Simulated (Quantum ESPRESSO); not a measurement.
# CoO: which magnetic order is lowest

Wanted: the moments of CoO and the energy of each order that was tried.

Main program and level: Quantum ESPRESSO 7.5; LDA; plane waves with GBRV 1.5 LDA potentials, no spin-orbit coupling.

## 1. The starting structure

It takes space group Fm-3m (No. 225, cubic). Conventional cell: a = 4.263 Å, b = 4.263 Å, c = 4.263 Å, α = 90.00°, β = 90.00°, γ = 90.00°. Nearest to Co lie 6 O at 2.13 Å. Nearest to O lie 6 Co at 2.13 Å. Farther neighbours and most contacts between anions are not listed.

The cell comes from the Crystallography Open Database.

## 2. Run 1, typed as ferro +

The signs are those of the starting moments on the seeded atoms, the atoms that are given a moment.

pw.in

```
&CONTROL
  calculation = 'scf'
  prefix = 'pwscf'
  outdir = './tmp'
  pseudo_dir = './pseudo'
  disk_io = 'nowf'
/
&SYSTEM
  ibrav = 0
  nat = 2
  ntyp = 2
  ecutwfc = 40
  ecutrho = 280
  nbnd = 20
  occupations = 'smearing'
  smearing = 'fd'
  degauss = 0.00367493
  nspin = 2
  starting_magnetization(1) = 0.1765
  starting_magnetization(2) = 0
/
&ELECTRONS
  conv_thr = 4d-09
  electron_maxstep = 150
  mixing_beta = 0.3
/
ATOMIC_SPECIES
Co     58.9332 co_lda_v1.2.uspp.F.UPF
O      15.9990 o_lda_v1.2.uspp.F.UPF
CELL_PARAMETERS angstrom
   0.0000000000    2.1315000000    2.1315000000
   2.1315000000    0.0000000000    2.1315000000
   2.1315000000    2.1315000000    0.0000000000
ATOMIC_POSITIONS crystal
Co      0.0000000000    0.0000000000    0.0000000000
O       0.5000000000    0.5000000000    0.5000000000
K_POINTS automatic
8 8 8 0 0 0
```

The run is started by

```console
> OMP_NUM_THREADS=1 mpirun -n 4 pw.x -nk 4 -in pw.in > pw.out
```

Log:

```text
Program PWSCF v.7.5 starts

     Message from routine setup:
     using ibrav=0 with symmetry is DISCOURAGED, use correct ibrav instead

     K-points division:     npool     =       4
     Subspace diagonalization in iterative solution of the eigenvalue problem:

     G-vector sticks info
     --------------------
     sticks:   dense  smooth     PW     G-vecs:    dense   smooth      PW
     Sum         637     361    121                10417     4477     893

     Using Slab Decomposition

     bravais-lattice index     =            0
     lattice parameter (alat)  =       5.6964  a.u.
     unit-cell volume          =     130.7021 (a.u.)^3
     number of atoms/cell      =            2
     number of atomic types    =            2
     number of electrons       =        23.00
     number of Kohn-Sham states=           20
     kinetic-energy cutoff     =      40.0000  Ry
     charge density cutoff     =     280.0000  Ry
     scf convergence threshold =      4.0E-09
     mixing beta               =       0.3000
     number of iterations used =            8  plain     mixing
     Exchange-correlation= SLA  PZ   NOGX NOGC
                           (   1   1   0   0   0   0   0)

     celldm(1)=   5.696383  celldm(2)=   0.000000  celldm(3)=   0.000000
     celldm(4)=   0.000000  celldm(5)=   0.000000  celldm(6)=   0.000000

     crystal axes: (cart. coord. in units of alat)
               a(1) = (   0.000000   0.707107   0.707107 )
               a(2) = (   0.707107   0.000000   0.707107 )
               a(3) = (   0.707107   0.707107   0.000000 )

     reciprocal axes: (cart. coord. in units 2 pi/alat)
               b(1) = ( -0.707107  0.707107  0.707107 )
               b(2) = (  0.707107 -0.707107  0.707107 )
               b(3) = (  0.707107  0.707107 -0.707107 )

     PseudoPot. # 1 for Co read from file:
     co_lda_v1.2.uspp.F.UPF
     Pseudo is Ultrasoft + core correction, Zval = 17.0
     Generated by new atomic code, or converted to UPF format
     Using radial grid of  863 points,  6 beta functions with:
                l(1) =   0
                l(2) =   0
                l(3) =   1
                l(4) =   1
                l(5) =   2
                l(6) =   2
     Q(r) pseudized with  8 coefficients,  rinner =    1.200   1.200   1.200
                                                       1.200   1.200

     PseudoPot. # 2 for O  read from file:
     o_lda_v1.2.uspp.F.UPF
     Pseudo is Ultrasoft + core correction, Zval =  6.0
     Generated by new atomic code, or converted to UPF format
     Using radial grid of  737 points,  5 beta functions with:
                l(1) =   0
                l(2) =   0
                l(3) =   1
                l(4) =   1
                l(5) =   2
     Q(r) pseudized with  8 coefficients,  rinner =    0.900   0.900   0.900
                                                       0.900   0.900

     atomic species   valence    mass     pseudopotential
     Co               17.00    58.93320     Co( 1.00)
     O                 6.00    15.99900     O ( 1.00)

     Starting magnetic structure
     atomic species   magnetization
     Co              0.176
     O               0.000

     48 Sym. Ops., with inversion, found

   Cartesian axes

     site n.     atom                  positions (alat units)
         1        Co     tau(   1) = (   0.0000000   0.0000000   0.0000000  )
         2        O      tau(   2) = (   0.7071068   0.7071068   0.7071068  )

     number of k points=    29  Fermi-Dirac smearing, width (Ry)=  0.0037
                       cart. coord. in units 2pi/alat
        k(    1) = (   0.0000000   0.0000000   0.0000000), wk =   0.0019531
        k(    2) = (   0.0883883   0.0883883  -0.0883883), wk =   0.0156250
        k(    3) = (   0.1767767   0.1767767  -0.1767767), wk =   0.0156250
        k(    4) = (   0.2651650   0.2651650  -0.2651650), wk =   0.0156250
        k(    5) = (  -0.3535534  -0.3535534   0.3535534), wk =   0.0078125
        [... 24 further k-points ...]

     Dense  grid:    10417 G-vectors     FFT dimensions: (  32,  32,  32)

     Smooth grid:     4477 G-vectors     FFT dimensions: (  24,  24,  24)

     Check: negative core charge=   -0.000039
     Generating pointlists ...
     new r_m :   0.2917 (alat units)  1.6615 (a.u.) for type    1
     new r_m :   0.2917 (alat units)  1.6615 (a.u.) for type    2

     Initial potential from superposition of free atoms

     starting charge      22.0000, renormalised to      23.0000
     Starting wfcs are   17 randomized atomic wfcs +    3 random wfcs

     Self-consistent Calculation

     iteration #  1     ecut=    40.00 Ry     beta= 0.30
     Davidson diagonalization with overlap
     ethr =  1.00E-02,  avg # of iterations =  5.1

     total energy              =    -328.24124609 Ry
     estimated scf accuracy    <       7.18672630 Ry

     total magnetization       =     2.91 Bohr mag/cell
     absolute magnetization    =     2.97 Bohr mag/cell

     iteration #  2     ecut=    40.00 Ry     beta= 0.30
     Davidson diagonalization with overlap
     ethr =  1.00E-02,  avg # of iterations =  2.1

     total energy              =    -329.39404314 Ry
     estimated scf accuracy    <       8.84409526 Ry

     total magnetization       =     0.34 Bohr mag/cell
     absolute magnetization    =     0.40 Bohr mag/cell

     iteration #  3     ecut=    40.00 Ry     beta= 0.30
     Davidson diagonalization with overlap
     ethr =  1.00E-02,  avg # of iterations =  1.5

     total energy              =    -330.53885701 Ry
     estimated scf accuracy    <       0.19549105 Ry

     total magnetization       =     3.00 Bohr mag/cell
     absolute magnetization    =     3.01 Bohr mag/cell

     [... further iterations left out ...]

     iteration # 11     ecut=    40.00 Ry     beta= 0.30
     Davidson diagonalization with overlap
     ethr =  4.54E-08,  avg # of iterations =  1.1

     total energy              =    -330.54438684 Ry
     estimated scf accuracy    <       0.00000234 Ry

     total magnetization       =     2.94 Bohr mag/cell
     absolute magnetization    =     2.95 Bohr mag/cell

     iteration # 12     ecut=    40.00 Ry     beta= 0.30
     Davidson diagonalization with overlap
     ethr =  1.02E-08,  avg # of iterations =  1.5

     total energy              =    -330.54438702 Ry
     estimated scf accuracy    <       0.00000091 Ry

     total magnetization       =     2.94 Bohr mag/cell
     absolute magnetization    =     2.95 Bohr mag/cell

     iteration # 13     ecut=    40.00 Ry     beta= 0.30
     Davidson diagonalization with overlap
     ethr =  3.97E-09,  avg # of iterations =  1.5

     total energy              =    -330.54438722 Ry
     estimated scf accuracy    <          1.0E-08 Ry

     total magnetization       =     2.94 Bohr mag/cell
     absolute magnetization    =     2.96 Bohr mag/cell

     iteration # 14     ecut=    40.00 Ry     beta= 0.30
     Davidson diagonalization with overlap
     ethr =  4.34E-11,  avg # of iterations =  2.0

     Magnetic moment per site  (integrated on atomic sphere of radius R)
     atom   1 (R=0.292)  charge= 14.6215  magn=  2.4790
     atom   2 (R=0.292)  charge=  5.7226  magn=  0.3562

     End of self-consistent calculation

     [... lines left out ...]
     the Fermi energy is    13.4664 ev

!    total energy              =    -330.54438723 Ry
     estimated scf accuracy    <          6.2E-10 Ry
     smearing contrib. (-TS)   =      -0.00238557 Ry
     internal energy E=F+TS    =    -330.54200166 Ry

     The total energy is F=E-TS. E is the sum of the following terms:
     one-electron contribution =    -183.15037228 Ry
     hartree contribution      =     104.56833827 Ry
     xc contribution           =     -39.39710592 Ry
     ewald contribution        =    -212.56286172 Ry

     total magnetization       =     2.94 Bohr mag/cell
     absolute magnetization    =     2.96 Bohr mag/cell

     convergence has been achieved in  14 iterations

=------------------------------------------------------------------------------=
   JOB DONE.
=------------------------------------------------------------------------------=
```

Elapsed: 4.5 s, on 4 MPI ranks of Intel Xeon 6975P-C (Granite Rapids), shared host; peak memory 0.28 GiB; 16 s of CPU time.

Spin moment in the atom's sphere by atom:

| atom | spin moment in the atom's sphere (μB) |
| --- | --- |
| Co1 | 2.48 |
| O2 | 0.36 |

This step gave:

* smearing term TS: 0.03246 eV
* magnetization: 2.939 μB
* absolute magnetization: 2.956 μB
* final state: ferromagnetic

Spin density in the ac plane of the conventional cell at fractional y = 0.000, with atoms of Co and O within 0.2 Å of it.

Values in units of 1e0 e/Å³, 14 rows by 14 columns, each cell a mean:
```
5.3 1.9 0.4 0.1 0.0 0.1 0.4 0.6 0.3 0.1 0.0 0.2 0.9 3.4
1.4 0.5 0.1 0.0 0.0 0.0 0.1 0.2 0.1 0.0 0.0 0.1 0.2 0.9
0.2 0.1 0.0 0.0 0.0 0.0 0.0 0.0 0.0 0.0 0.0 0.0 0.1 0.2
0.0 0.0 0.0 0.0 0.0 0.0 0.1 0.1 0.0 0.0 0.0 0.0 0.0 0.0
0.1 0.0 0.0 0.0 0.0 0.1 0.4 0.7 0.3 0.1 0.0 0.0 0.0 0.1
0.4 0.2 0.0 0.0 0.1 0.5 1.9 3.2 1.1 0.3 0.0 0.0 0.1 0.3
0.7 0.4 0.1 0.0 0.2 1.4 5.3 7.9 3.2 0.7 0.1 0.0 0.2 0.6
0.6 0.3 0.1 0.0 0.2 0.9 3.4 5.3 1.9 0.4 0.1 0.0 0.1 0.4
0.2 0.1 0.0 0.0 0.1 0.2 0.9 1.4 0.5 0.1 0.0 0.0 0.0 0.1
0.0 0.0 0.0 0.0 0.0 0.1 0.2 0.2 0.1 0.0 0.0 0.0 0.0 0.0
0.1 0.0 0.0 0.0 0.0 0.0 0.0 0.0 0.0 0.0 0.0 0.0 0.0 0.1
0.7 0.3 0.1 0.0 0.0 0.0 0.1 0.1 0.0 0.0 0.0 0.0 0.1 0.4
3.2 1.1 0.3 0.0 0.0 0.1 0.3 0.4 0.2 0.0 0.0 0.1 0.5 1.9
7.9 3.2 0.7 0.1 0.0 0.2 0.6 0.7 0.4 0.1 0.0 0.2 1.4 5.3
```
Columns run along a (4.3 Å), rows up along c (4.3 Å), edges of the conventional cell, whose origin can differ from the input's. Atoms in or near the plane, at fractional coordinates: Co at (0.00, 0.00), Co at (0.50, 0.50), O at (0.50, 0.00), O at (0.00, 0.50).

Valence density in the ac plane of the conventional cell at fractional y = 0.000, with atoms of Co and O within 0.2 Å of it. It is the smooth field of the valence electrons, not physical close to the nuclei.

Values in e/Å³, 14 rows by 14 columns, each cell a mean:
```
29 12  2  0  1  2  5  6  4  1  0  1  5 21
 6  3  1  0  0  1  2  3  2  1  0  0  1  5
 1  1  0  0  0  0  1  1  1  0  0  0  0  1
 1  0  0  0  0  0  0  1  0  0  0  0  0  0
 1  1  0  0  0  1  2  2  1  0  0  0  1  1
 4  3  1  0  1  3 12 16  7  1  0  1  2  4
 7  4  1  1  1  6 29 42 16  2  1  1  3  6
 6  4  1  0  1  5 21 29 12  2  0  1  2  5
 3  2  1  0  0  1  5  6  3  1  0  0  1  2
 1  1  0  0  0  0  1  1  1  0  0  0  0  1
 1  0  0  0  0  0  0  1  0  0  0  0  0  0
 2  1  0  0  0  1  1  1  1  0  0  0  1  2
16  7  1  0  1  2  4  4  3  1  0  1  3 12
42 16  2  1  1  3  6  7  4  1  1  1  6 29
```
Columns run along a (4.3 Å), rows up along c (4.3 Å), edges of the conventional cell, whose origin can differ from the input's. Atoms in or near the plane, at fractional coordinates: Co at (0.00, 0.00), Co at (0.50, 0.50), O at (0.50, 0.00), O at (0.00, 0.50).

(Part 1 of 2 ends here.)

[Logs and program files are shortened in this print: banners, set-up blocks, solver, clock and traceback lines can be left out without a mark of their own.]

[Logs are printed without paths, hosts, clocks, repeated set-up lines and the standing remarks that a program may print on its own settings, such as how far it seeks lower states.]

[Hosts, paths, dates, database ids (printed as entryN), source tags and the programs' standing remarks are cut or masked in the printed files.]

[Where a cell is said to come from a database of computed structures, the database is the Materials Project.]
